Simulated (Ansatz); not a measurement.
## Current against voltage: bond stretched by 0.3 Å, between Al atomic chains

Wanted: I(V), the voltage drop and T(E, V).

Method: DFT PBE, plane waves, PAW; current against voltage, self-consistent under bias, in Ansatz 0.2.0.

## (1) Set-up

The cell holds 34 atoms: 34 Al. Cell: a = 6.000 Å, b = 6.000 Å, c = 93.830 Å, α = 90.0°, β = 90.0°, γ = 90.0°. Electrodes: Al atomic chain; the apex atoms were set 2.710 Å apart. Regions: lower lead, 17 atoms (17 Al); upper lead, 17 atoms (17 Al). Vacuum lies along a, b and c.

## (2) Current against voltage

Vacuum beyond both ends lets the two leads hold different Fermi levels, and the density is solved anew at each bias. Each lead has 17 atoms, since a wire screens slowly.

Contents of input.yaml:

```yaml
crystal:
  lattice:
    - [6.0, 0.0, 0.0]
    - [0.0, 6.0, 0.0]
    - [0.0, 0.0, 93.83]
  atoms:
    - { symbol: Al, position: [0.5, 0.5, 0.0] }
    - { symbol: Al, position: [0.5, 0.5, 0.025684749] }
    - { symbol: Al, position: [0.5, 0.5, 0.051369498] }
    - { symbol: Al, position: [0.5, 0.5, 0.077054247] }
    - { symbol: Al, position: [0.5, 0.5, 0.102738996] }
    - { symbol: Al, position: [0.5, 0.5, 0.128423745] }
    - { symbol: Al, position: [0.5, 0.5, 0.154108494] }
    - { symbol: Al, position: [0.5, 0.5, 0.179793243] }
    - { symbol: Al, position: [0.5, 0.5, 0.205477992] }
    - { symbol: Al, position: [0.5, 0.5, 0.231162741] }
    - { symbol: Al, position: [0.5, 0.5, 0.25684749] }
    - { symbol: Al, position: [0.5, 0.5, 0.282532239] }
    - { symbol: Al, position: [0.5, 0.5, 0.308216988] }
    - { symbol: Al, position: [0.5, 0.5, 0.333901737] }
    - { symbol: Al, position: [0.5, 0.5, 0.359586486] }
    - { symbol: Al, position: [0.5, 0.5, 0.385271235] }
    - { symbol: Al, position: [0.5, 0.5, 0.410955984] }
    - { symbol: Al, position: [0.5, 0.5, 0.439838005] }
    - { symbol: Al, position: [0.5, 0.5, 0.465522754] }
    - { symbol: Al, position: [0.5, 0.5, 0.491207503] }
    - { symbol: Al, position: [0.5, 0.5, 0.516892252] }
    - { symbol: Al, position: [0.5, 0.5, 0.542577001] }
    - { symbol: Al, position: [0.5, 0.5, 0.56826175] }
    - { symbol: Al, position: [0.5, 0.5, 0.593946499] }
    - { symbol: Al, position: [0.5, 0.5, 0.619631248] }
    - { symbol: Al, position: [0.5, 0.5, 0.645315997] }
    - { symbol: Al, position: [0.5, 0.5, 0.671000746] }
    - { symbol: Al, position: [0.5, 0.5, 0.696685495] }
    - { symbol: Al, position: [0.5, 0.5, 0.722370244] }
    - { symbol: Al, position: [0.5, 0.5, 0.748054993] }
    - { symbol: Al, position: [0.5, 0.5, 0.773739742] }
    - { symbol: Al, position: [0.5, 0.5, 0.799424491] }
    - { symbol: Al, position: [0.5, 0.5, 0.82510924] }
    - { symbol: Al, position: [0.5, 0.5, 0.850793989] }
kpoints:
  mp_grid: { grid: [1, 1, 1] }
scf:
  occupations: { method: fermi_dirac, width: 0.1 }
hamiltonian:
  xc: pbe
output:
  current_voltage:
    leads: [[10, 11], [22, 23]]
    bias: [0.3, 0.6, 1.0, 1.5]
    electrode_ends: [16, 17]
    kmesh: [1, 1]
  write_potential: true
  write_density: true
  volumetric_format: npy
basis:
  ecutwfc: "340 eV"
```

Command:

```sh
$ ansatz run input.yaml --threads 8 --pin off --max-ram 16384MiB --backend cpu --events-out ev --progress --plain --runs-dir out
```

Numbers of over 12 decimals in the logs are rounded to 6 here.

Log:

```text
Warning: basis.ecutwfc = 340 eV is below the records' recommended 420 eV, and the density's cutoff is lower with it unless basis.ecutrho_ratio is high enough to keep the records' density cutoff: compare with a run at a higher cutoff
Engine: ansatz 0.2.0, x86_64-unknown-linux-gnu
Pseudopotentials: kind: paw
Pseudopotential: Al, paw, valence charge 3, recommended cutoff 420 eV (normal), Al.paw.azcp
Functional definition: PBE
  parameter kappa = 0.804
  parameter beta = 0.066725
  exchange = pbe_x(kappa = kappa, mu = beta*pi^2/3)
  correlation = pbe_c(beta = beta)
Crystal: 34 atoms, lattice volume = 3377.880 Å³
Basis set: ecut = 340 eV, 47903 PW (Γ)
Bands: 85, of which v1, the nominal top of the filled ones, is band 51 counted from 1 (50 counted from 0)
Symmetry: 16 space group operations
Space group: P4/mmm (ITA 123), of the structure as read, at distance tolerance 1.5e-4 Å
k-points: 1
Non-local potential: Al, projectors of the file, l = 0: 2, l = 1: 2, l = 2: 1
PAW form: soft (Blöchl's): semilocal exchange-correlation on the pseudo side does not see the compensation charge
PAW one-centre angular grid: Al, 110 points (default); XC on 64 Gauss nodes
Initial density: superposition of atomic densities (neutral atoms: chi_scale 0, normalization atom), corrected by the library's trained network
Initial wavefunctions: pseudopotential atomic-orbital guess
Functional: x = pbe(κ = 0.804, μ = 0.219515), c = pbe(β = 0.066725)
SCF iter   1: F=—  HF=-18203.839453 eV  |F-HF|=—  |Δ(HF+E_count)|=         —  Δρ=3.67e-3  dr2=1.63e1  ethr=1.77e-3  ⟨swp⟩=7.0  Hψ=390  notcnv=0
preconditioner: auto → LDOS  [metal: Δε(μ)=0.111 eV  Ē_g=4.134 eV  σ=0.100 eV  W_gap=0.27  n_scr=220 (ndim 8)  ℏωp=6.5 eV  f_vac=0.276  D(μ)=47.76/eV (n_scr^D=270)  β→1.0]
SCF iter   2: F=—  HF=-18203.630454 eV  |F-HF|=—  |Δ(HF+E_count)|=   2.09e-1  Δρ=1.37e-3  dr2=3.92e-1  ethr=1.77e-3  ⟨swp⟩=3.0  Hψ=151  notcnv=0
SCF iter   3: F=—  HF=-18203.637572 eV  |F-HF|=—  |Δ(HF+E_count)|=   7.12e-3  Δρ=5.54e-4  dr2=8.81e-2  ethr=3.84e-4  ⟨swp⟩=3.0  Hψ=128  notcnv=0
SCF iter   4: F=—  HF=-18203.636283 eV  |F-HF|=—  |Δ(HF+E_count)|=   1.29e-3  Δρ=2.26e-4  dr2=1.41e-2  ethr=8.64e-5  ⟨swp⟩=2.0  Hψ=87  notcnv=0
SCF iter   5: F=—  HF=-18203.636589 eV  |F-HF|=—  |Δ(HF+E_count)|=   3.06e-4  Δρ=9.08e-5  dr2=1.83e-3  ethr=1.39e-5  ⟨swp⟩=1.0  Hψ=85  notcnv=0
SCF iter   6: F=—  HF=-18203.636639 eV  |F-HF|=—  |Δ(HF+E_count)|=   5.02e-5  Δρ=2.43e-5  dr2=7.05e-5  ethr=1.80e-6  ⟨swp⟩=3.0  Hψ=132  notcnv=0
SCF iter   7: F=—  HF=-18203.636747 eV  |F-HF|=—  |Δ(HF+E_count)|=   1.08e-4  Δρ=1.20e-5  dr2=3.84e-5  ethr=6.92e-8  ⟨swp⟩=4.0  Hψ=190  notcnv=0
SCF iter   8: F=—  HF=-18203.636746 eV  |F-HF|=—  |Δ(HF+E_count)|=   1.25e-6  Δρ=5.04e-6  dr2=8.39e-6  ethr=3.76e-8  ⟨swp⟩=2.0  Hψ=87  notcnv=0
SCF iter   9: F=—  HF=-18203.636746 eV  |F-HF|=—  |Δ(HF+E_count)|=   6.51e-8  Δρ=2.52e-6  dr2=6.84e-6  ethr=8.23e-9  ⟨swp⟩=1.0  Hψ=85  notcnv=0
SCF iter  10: F=—  HF=-18203.636746 eV  |F-HF|=—  |Δ(HF+E_count)|=   3.21e-8  Δρ=1.90e-6  dr2=3.56e-6  ethr=6.70e-9  ⟨swp⟩=1.0  Hψ=85  notcnv=0
SCF iter  11: F=—  HF=-18203.636746 eV  |F-HF|=—  |Δ(HF+E_count)|=   7.31e-8  Δρ=7.22e-7  dr2=4.79e-7  ethr=3.49e-9  ⟨swp⟩=1.0  Hψ=85  notcnv=0
SCF iter  12: F=-18203.636746 eV  HF=-18203.636746 eV  |F-HF|=3.65e-8  |Δ(HF+E_count)|=   1.41e-8  Δρ=3.70e-7  dr2=4.37e-8  ethr=9.80e-11  ⟨swp⟩=11.0  Hψ=218  notcnv=0
SCF 1 converged in 12 iterations: F = -18203.636746 eV  dr2 = 4.37e-8
  greatest PAW one-centre occupation: 0.574 electrons in one spin orbital (limit 2), on the Al atom at site 33 (counted from 0), in its partial waves of l = 0
bias +0 V, iteration  1: dr2 6.10e0 eV, mean Fermi level -1.7049 eV
bias +0 V, iteration  2: dr2 3.73e-2 eV, mean Fermi level -1.7006 eV
bias +0 V, iteration  3: dr2 1.01e-2 eV, mean Fermi level -1.7039 eV
bias +0 V, iteration  4: dr2 2.65e-3 eV, mean Fermi level -1.7021 eV
bias +0 V, iteration  5: dr2 1.83e-4 eV, mean Fermi level -1.7021 eV
bias +0 V, iteration  6: dr2 9.68e-6 eV, mean Fermi level -1.7023 eV
bias +0 V, iteration  7: dr2 7.77e-6 eV, mean Fermi level -1.7023 eV
bias +0 V, iteration  8: dr2 6.11e-7 eV, mean Fermi level -1.7023 eV
bias +0 V, iteration  9: dr2 1.65e-7 eV, mean Fermi level -1.7023 eV
bias +0 V, iteration 10: dr2 1.23e-8 eV, mean Fermi level -1.7023 eV
bias +0.3 V, iteration  1: dr2 7.35e1 eV, mean Fermi level -1.6917 eV
bias +0.3 V, iteration  2: dr2 2.53e0 eV, mean Fermi level -1.6935 eV
bias +0.3 V, iteration  3: dr2 2.65e-1 eV, mean Fermi level -1.6943 eV
bias +0.3 V, iteration  4: dr2 6.31e-3 eV, mean Fermi level -1.6940 eV
bias +0.3 V, iteration  5: dr2 5.17e-3 eV, mean Fermi level -1.6939 eV
bias +0.3 V, iteration  6: dr2 2.50e-4 eV, mean Fermi level -1.6940 eV
bias +0.3 V, iteration  7: dr2 3.21e-5 eV, mean Fermi level -1.6939 eV
bias +0.3 V, iteration  8: dr2 3.88e-5 eV, mean Fermi level -1.6940 eV
bias +0.3 V, iteration  9: dr2 1.19e-5 eV, mean Fermi level -1.6940 eV
bias +0.3 V, iteration 10: dr2 7.87e-7 eV, mean Fermi level -1.6940 eV
bias +0.3 V, iteration 11: dr2 3.97e-7 eV, mean Fermi level -1.6940 eV
bias +0.3 V, iteration 12: dr2 9.02e-8 eV, mean Fermi level -1.6940 eV
bias +0.6 V, iteration  1: dr2 3.19e0 eV, mean Fermi level -1.6671 eV
bias +0.6 V, iteration  2: dr2 2.35e-1 eV, mean Fermi level -1.6715 eV
bias +0.6 V, iteration  3: dr2 5.10e-2 eV, mean Fermi level -1.6706 eV
bias +0.6 V, iteration  4: dr2 1.26e-2 eV, mean Fermi level -1.6701 eV
bias +0.6 V, iteration  5: dr2 3.48e-3 eV, mean Fermi level -1.6702 eV
bias +0.6 V, iteration  6: dr2 1.00e-4 eV, mean Fermi level -1.6701 eV
bias +0.6 V, iteration  7: dr2 7.27e-5 eV, mean Fermi level -1.6701 eV
bias +0.6 V, iteration  8: dr2 6.09e-5 eV, mean Fermi level -1.6702 eV
bias +0.6 V, iteration  9: dr2 2.30e-6 eV, mean Fermi level -1.6702 eV
bias +0.6 V, iteration 10: dr2 2.00e-6 eV, mean Fermi level -1.6702 eV
bias +0.6 V, iteration 11: dr2 1.92e-7 eV, mean Fermi level -1.6702 eV
bias +0.6 V, iteration 12: dr2 1.37e-7 eV, mean Fermi level -1.6702 eV
bias +0.6 V, iteration 13: dr2 3.15e-8 eV, mean Fermi level -1.6702 eV
bias +1 V, iteration  1: dr2 4.54e1 eV, mean Fermi level -1.6145 eV
bias +1 V, iteration  2: dr2 9.42e0 eV, mean Fermi level -1.6358 eV
bias +1 V, iteration  3: dr2 1.12e0 eV, mean Fermi level -1.6329 eV
bias +1 V, iteration  4: dr2 1.05e0 eV, mean Fermi level -1.6315 eV
bias +1 V, iteration  5: dr2 8.55e-1 eV, mean Fermi level -1.6324 eV
bias +1 V, iteration  6: dr2 1.61e-1 eV, mean Fermi level -1.6311 eV
bias +1 V, iteration  7: dr2 3.96e-2 eV, mean Fermi level -1.6304 eV
bias +1 V, iteration  8: dr2 5.66e-3 eV, mean Fermi level -1.6308 eV
bias +1 V, iteration  9: dr2 4.00e-3 eV, mean Fermi level -1.6303 eV
bias +1 V, iteration 10: dr2 3.49e-3 eV, mean Fermi level -1.6310 eV
bias +1 V, iteration 11: dr2 1.40e-3 eV, mean Fermi level -1.6308 eV
bias +1 V, iteration 12: dr2 2.47e-4 eV, mean Fermi level -1.6313 eV
bias +1 V, iteration 13: dr2 5.38e-5 eV, mean Fermi level -1.6311 eV
bias +1 V, iteration 14: dr2 2.78e-5 eV, mean Fermi level -1.6312 eV
bias +1 V, iteration 15: dr2 8.61e-6 eV, mean Fermi level -1.6311 eV
bias +1 V, iteration 16: dr2 6.11e-7 eV, mean Fermi level -1.6311 eV
bias +1 V, iteration 17: dr2 7.28e-7 eV, mean Fermi level -1.6312 eV
bias +1 V, iteration 18: dr2 3.14e-7 eV, mean Fermi level -1.6312 eV
bias +1 V, iteration 19: dr2 5.91e-7 eV, mean Fermi level -1.6312 eV
bias +1 V, iteration 20: dr2 2.12e-7 eV, mean Fermi level -1.6312 eV
bias +1 V, iteration 21: dr2 3.07e-8 eV, mean Fermi level -1.6312 eV
bias +1.5 V, iteration  1: dr2 9.03e1 eV, mean Fermi level -1.5431 eV
bias +1.5 V, iteration  2: dr2 5.02e1 eV, mean Fermi level -1.5821 eV
bias +1.5 V, iteration  3: dr2 1.02e1 eV, mean Fermi level -1.5768 eV
bias +1.5 V, iteration  4: dr2 3.00e0 eV, mean Fermi level -1.5768 eV
bias +1.5 V, iteration  5: dr2 1.81e0 eV, mean Fermi level -1.5829 eV
bias +1.5 V, iteration  6: dr2 4.23e-1 eV, mean Fermi level -1.5791 eV
bias +1.5 V, iteration  7: dr2 1.94e-1 eV, mean Fermi level -1.5800 eV
bias +1.5 V, iteration  8: dr2 2.02e-1 eV, mean Fermi level -1.5782 eV
bias +1.5 V, iteration  9: dr2 4.04e-2 eV, mean Fermi level -1.5812 eV
bias +1.5 V, iteration 10: dr2 1.56e-2 eV, mean Fermi level -1.5792 eV
bias +1.5 V, iteration 11: dr2 1.88e-2 eV, mean Fermi level -1.5792 eV
bias +1.5 V, iteration 12: dr2 8.51e-2 eV, mean Fermi level -1.5775 eV
bias +1.5 V, iteration 13: dr2 5.45e-2 eV, mean Fermi level -1.5773 eV
bias +1.5 V, iteration 14: dr2 2.75e-2 eV, mean Fermi level -1.5768 eV
bias +1.5 V, iteration 15: dr2 4.37e-2 eV, mean Fermi level -1.5748 eV
bias +1.5 V, iteration 16: dr2 6.28e-2 eV, mean Fermi level -1.5740 eV
bias +1.5 V, iteration 17: dr2 4.83e-2 eV, mean Fermi level -1.5722 eV
bias +1.5 V, iteration 18: dr2 7.62e-3 eV, mean Fermi level -1.5728 eV
bias +1.5 V, iteration 19: dr2 3.98e-3 eV, mean Fermi level -1.5733 eV
bias +1.5 V, iteration 20: dr2 4.06e-4 eV, mean Fermi level -1.5733 eV
bias +1.5 V, iteration 21: dr2 3.47e-4 eV, mean Fermi level -1.5732 eV
bias +1.5 V, iteration 22: dr2 2.93e-4 eV, mean Fermi level -1.5733 eV
bias +1.5 V, iteration 23: dr2 1.27e-4 eV, mean Fermi level -1.5734 eV
bias +1.5 V, iteration 24: dr2 7.64e-5 eV, mean Fermi level -1.5737 eV
bias +1.5 V, iteration 25: dr2 6.90e-5 eV, mean Fermi level -1.5739 eV
bias +1.5 V, iteration 26: dr2 3.50e-5 eV, mean Fermi level -1.5741 eV
bias +1.5 V, iteration 27: dr2 8.86e-5 eV, mean Fermi level -1.5744 eV
bias +1.5 V, iteration 28: dr2 2.06e-4 eV, mean Fermi level -1.5741 eV
bias +1.5 V, iteration 29: dr2 3.75e-4 eV, mean Fermi level -1.5745 eV
bias +1.5 V, iteration 30: dr2 1.10e-5 eV, mean Fermi level -1.5744 eV
bias +1.5 V, iteration 31: dr2 1.00e-3 eV, mean Fermi level -1.5749 eV
bias +1.5 V, iteration 32: dr2 2.47e-4 eV, mean Fermi level -1.5750 eV
bias +1.5 V, iteration 33: dr2 3.54e-3 eV, mean Fermi level -1.5761 eV
bias +1.5 V, iteration 34: dr2 1.57e-3 eV, mean Fermi level -1.5745 eV
bias +1.5 V, iteration 35: dr2 1.51e-3 eV, mean Fermi level -1.5752 eV
bias +1.5 V, iteration 36: dr2 2.94e-5 eV, mean Fermi level -1.5749 eV
bias +1.5 V, iteration 37: dr2 3.02e-4 eV, mean Fermi level -1.5751 eV
bias +1.5 V, iteration 38: dr2 1.89e-5 eV, mean Fermi level -1.5750 eV
bias +1.5 V, iteration 39: dr2 1.88e-4 eV, mean Fermi level -1.5752 eV
bias +1.5 V, iteration 40: dr2 1.44e-5 eV, mean Fermi level -1.5750 eV
bias +1.5 V, iteration 41: dr2 1.25e-4 eV, mean Fermi level -1.5751 eV
bias +1.5 V, iteration 42: dr2 3.54e-5 eV, mean Fermi level -1.5751 eV
bias +1.5 V, iteration 43: dr2 8.30e-5 eV, mean Fermi level -1.5751 eV
bias +1.5 V, iteration 44: dr2 4.09e-5 eV, mean Fermi level -1.5751 eV
bias +1.5 V, iteration 45: dr2 5.93e-5 eV, mean Fermi level -1.5752 eV
bias +1.5 V, iteration 46: dr2 4.18e-5 eV, mean Fermi level -1.5752 eV
bias +1.5 V, iteration 47: dr2 4.50e-5 eV, mean Fermi level -1.5752 eV
bias +1.5 V, iteration 48: dr2 3.02e-5 eV, mean Fermi level -1.5752 eV
bias +1.5 V, iteration 49: dr2 2.22e-5 eV, mean Fermi level -1.5751 eV
bias +1.5 V, iteration 50: dr2 5.04e-5 eV, mean Fermi level -1.5751 eV
bias +1.5 V, iteration 51: dr2 2.31e-5 eV, mean Fermi level -1.5751 eV
bias +1.5 V, iteration 52: dr2 8.00e-5 eV, mean Fermi level -1.5751 eV
bias +1.5 V, iteration 53: dr2 3.61e-5 eV, mean Fermi level -1.5751 eV
bias +1.5 V, iteration 54: dr2 8.81e-5 eV, mean Fermi level -1.5751 eV
bias +1.5 V, iteration 55: dr2 2.76e-5 eV, mean Fermi level -1.5751 eV
bias +1.5 V, iteration 56: dr2 4.38e-5 eV, mean Fermi level -1.5751 eV
bias +1.5 V, iteration 57: dr2 5.06e-5 eV, mean Fermi level -1.5751 eV
bias +1.5 V, iteration 58: dr2 4.50e-5 eV, mean Fermi level -1.5751 eV
bias +1.5 V, iteration 59: dr2 7.18e-5 eV, mean Fermi level -1.5752 eV
bias +1.5 V, iteration 60: dr2 2.84e-5 eV, mean Fermi level -1.5751 eV
bias +1.5 V, iteration 61: dr2 5.84e-5 eV, mean Fermi level -1.5751 eV
bias +1.5 V, iteration 62: dr2 3.83e-5 eV, mean Fermi level -1.5751 eV
bias +1.5 V, iteration 63: dr2 5.51e-5 eV, mean Fermi level -1.5751 eV
bias +1.5 V, iteration 64: dr2 1.12e-5 eV, mean Fermi level -1.5751 eV
bias +1.5 V, iteration 65: dr2 1.42e-5 eV, mean Fermi level -1.5751 eV
bias +1.5 V, iteration 66: dr2 5.19e-5 eV, mean Fermi level -1.5751 eV
bias +1.5 V, iteration 67: dr2 2.17e-5 eV, mean Fermi level -1.5751 eV
bias +1.5 V, iteration 68: dr2 6.10e-6 eV, mean Fermi level -1.5751 eV
bias +1.5 V, iteration 69: dr2 2.74e-6 eV, mean Fermi level -1.5751 eV
bias +1.5 V, iteration 70: dr2 1.82e-6 eV, mean Fermi level -1.5751 eV
bias +1.5 V, iteration 71: dr2 4.78e-6 eV, mean Fermi level -1.5751 eV
bias +1.5 V, iteration 72: dr2 8.43e-7 eV, mean Fermi level -1.5751 eV
bias +1.5 V, iteration 73: dr2 5.79e-6 eV, mean Fermi level -1.5751 eV
bias +1.5 V, iteration 74: dr2 2.94e-6 eV, mean Fermi level -1.5751 eV
bias +1.5 V, iteration 75: dr2 1.65e-5 eV, mean Fermi level -1.5750 eV
bias +1.5 V, iteration 76: dr2 6.64e-7 eV, mean Fermi level -1.5750 eV
bias +1.5 V, iteration 77: dr2 1.17e-5 eV, mean Fermi level -1.5750 eV
bias +1.5 V, iteration 78: dr2 4.23e-7 eV, mean Fermi level -1.5750 eV
bias +1.5 V, iteration 79: dr2 4.13e-7 eV, mean Fermi level -1.5750 eV
bias +1.5 V, iteration 80: dr2 1.48e-6 eV, mean Fermi level -1.5750 eV
bias +1.5 V, iteration 81: dr2 8.64e-7 eV, mean Fermi level -1.5750 eV
bias +1.5 V, iteration 82: dr2 3.38e-7 eV, mean Fermi level -1.5750 eV
bias +1.5 V, iteration 83: dr2 5.57e-7 eV, mean Fermi level -1.5750 eV
bias +1.5 V, iteration 84: dr2 3.79e-7 eV, mean Fermi level -1.5750 eV
bias +1.5 V, iteration 85: dr2 4.76e-7 eV, mean Fermi level -1.5750 eV
bias +1.5 V, iteration 86: dr2 1.10e-7 eV, mean Fermi level -1.5750 eV
bias +1.5 V, iteration 87: dr2 9.30e-8 eV, mean Fermi level -1.5750 eV
transmission: 6 of 37 steps passed
transmission: 22 of 37 steps passed
[...]
transmission: 37 of 37 steps passed
WARN: The output density's exchange-correlation potential varies sharply where the density is thin. Do not read a vacuum level from v_tot or v_xc, or from such a field of the output density. On a cell that repeats whose density bears no net charge and no dipole along the vacuum's axis use v_es (v_loc + v_h of the components); under efield.dipole_correction with no amplitude use v_es + v_field, which holds any externa [...]
SCF converged after 12 iterations
Free energy (F): -18203.636746 eV
Harris-Foulkes:  -18203.636746 eV  (|F-HF|=3.65e-8)
Internal energy: -18201.936442 eV  (E = F + TS)
E sigma→0 (E₀):  -18202.786594 eV
Entropy (-TS):   -1.700305 eV (-50.009 meV/atom)
Fermi energy:    -1.711608 eV
--- Per-component energies (eV) ---
  E_band       = -495.799936
  E_kinetic    = 664.068706
  E_local      = -7854.375049  (includes V_loc(G=0)·N_el)
  E_nonlocal   = 384.958357
  E_hartree    = 3645.141723
  E_xc         = -1254.064685
  E_vxc        = -851.712854  (∫ρ·V_xc dr)
  E_paw        = -15893.825136  (= ΣΔE_a)
  E_vpaw       = -129.036855  (= ΣTr[D̂ρ^β])
  E_aug_tail   = -0.000194  (compensation charges beyond the density's cutoff)
  E_ewald      = 2106.159836
  E_smearing   = -1.700305  (= −TS)
  E_closure    = 0.000000  (closes the sum)
  Σ components = -18203.636746   (vs F -18203.636746, Δ=0.00e0)
--- Band table (eV) ---
  k-point 0: bands = [... 47 lower, -1.8397, -1.8397, -1.7780, -1.7780, -1.6878, -1.6878, -1.6109, -1.6109, ... 30 higher]
--- Current–voltage curve ---
  leads      : [10, 11] from 0.00 to 38.56 and [22, 23] from 41.27 to 79.83 Å, reservoirs outside 24.54 and 55.29
  electrodes : end at 38.56 and 41.27 Å
  density    : 213 bands, filled at a thermal energy of 2.585e-2 eV; current at 300 K
  bias (V)   current (A)   every other point   every other energy   edges, levels   drop (V)   electrons moved   misfit (meV)   iterations
        +0      0.0000e0                   -             0.0000e0        0.0000e0     +0.000            0.00e0           18.4   10
      +0.3     4.4579e-5                   -            4.4579e-5      8.0090e-11     +0.006           2.14e-3           19.4   12
      +0.6     8.7348e-5                   -            8.7352e-5       7.7504e-9     +0.026           6.19e-3           17.1   13
        +1     1.2881e-4                   -            1.2892e-4       2.6725e-8     +0.203           1.22e-2           19.1   21
      +1.5     1.5508e-4                   -            1.5508e-4        0.0000e0     +0.539           2.78e-2           43.5   87
  At 0 V the conductance is 1.4997e-4 S, 4.1657e14 S/m².
```

Wall time 7.6 min (8 threads of Intel Xeon at 2.70GHz, shared host); peak memory 3.2 GiB; 45 min of CPU time.

Numbers from this step:

```
conductance at zero bias    : 1.936 G₀
current at the highest bias : 155.1 μA
largest misfit of the leads : 43.53 meV
```

Cell area 36.000 Å^2. Table of current through one cell by bias:

```tsv
bias (V)	current through one cell (μA)
0.000	0
0.300	44.6
0.600	87.3
1.000	129
1.500	155
```

Bias 0 V. Transmission and channels at 0 V against energy, zero at the mean Fermi level:

```tsv
energy (eV)	transmission	channels, lower lead	channels, upper lead
-0.259	1.78	2	2
-0.233	1.82	2	2
-0.207	1.85	2	2
-0.181	1.87	2	2
-0.155	1.89	2	2
-0.129	1.91	2	2
-0.103	1.92	2	2
-0.078	1.93	2	2
-0.052	1.94	2	2
-0.026	1.94	2	2
0.000	1.94	2	2
0.026	1.94	2	2
0.052	1.93	2	2
0.078	1.93	2	2
0.103	1.92	2	2
0.129	1.91	2	2
0.155	1.91	2	2
0.181	1.90	2	2
0.207	1.89	2	2
0.233	1.88	2	2
0.259	1.87	2	2
```

Bias 0.6 V. Table of transmission and channels at 0.6 V by energy, zero at the mean Fermi level:

```tsv
energy (eV)	transmission	channels, lower lead	channels, upper lead
-0.569	0	0	0
-0.517	0	0	0
-0.491	0	0	0
-0.439	0	0	2
-0.414	1.35	2	2
-0.362	1.90	2	2
-0.336	1.93	2	2
-0.284	1.92	2	2
-0.259	1.91	2	2
-0.207	1.88	2	2
-0.181	1.87	2	2
-0.129	1.85	2	2
-0.103	1.85	2	2
-0.052	1.85	2	2
-0.026	1.86	2	2
0.000	1.86	2	2
0.026	1.87	2	2
0.052	1.88	2	2
0.103	1.89	2	2
0.129	1.89	2	2
0.181	1.89	2	2
0.207	1.89	2	2
0.259	1.89	2	2
0.284	1.89	2	2
0.336	1.88	2	2
0.362	1.88	2	2
0.414	1.87	2	2
0.439	1.86	2	2
0.491	1.85	2	3
0.517	1.85	2	3
0.569	2.16	3	3
```

Bias 1.5 V. Table of transmission and channels at 1.5 V by energy, zero at the mean Fermi level:

```tsv
energy (eV)	transmission	channels, lower lead	channels, upper lead
-1.034	0	0	0
-0.982	0	0	0
-0.931	0	0	0
-0.879	0	0	2
-0.801	0	0	2
-0.750	0	0	2
-0.698	0	0	2
-0.646	0	0	2
-0.595	0	0	2
-0.543	0	0	2
-0.465	0	0	2
-0.414	0	0	2
-0.362	0	0	2
-0.310	1.42	2	2
-0.259	1.57	2	2
-0.207	1.66	2	2
-0.129	1.73	2	2
-0.078	1.75	2	2
-0.026	1.77	2	2
0.000	1.77	2	2
0.026	1.77	2	2
0.078	1.78	2	3
0.129	1.78	2	3
0.207	1.79	2	3
0.259	1.80	2	3
0.310	1.82	2	3
0.362	1.83	2	3
0.414	1.84	2	3
0.465	1.86	2	3
0.543	1.87	2	3
0.595	1.88	2	3
0.646	2.27	3	3
0.698	2.41	3	3
0.750	2.49	3	3
0.801	2.54	3	3
0.879	2.60	3	3
0.931	2.62	3	3
0.982	2.64	3	3
1.034	2.65	3	3
```

[end of part 1 of 2]

[Logs are printed without paths, hosts, clocks, repeated set-up lines and the standing remarks that a program may print on its own settings, such as how far it seeks lower states.]

[Hosts, paths, dates, database ids (printed as entryN), source tags and the programs' standing remarks are cut or masked in the printed files.]
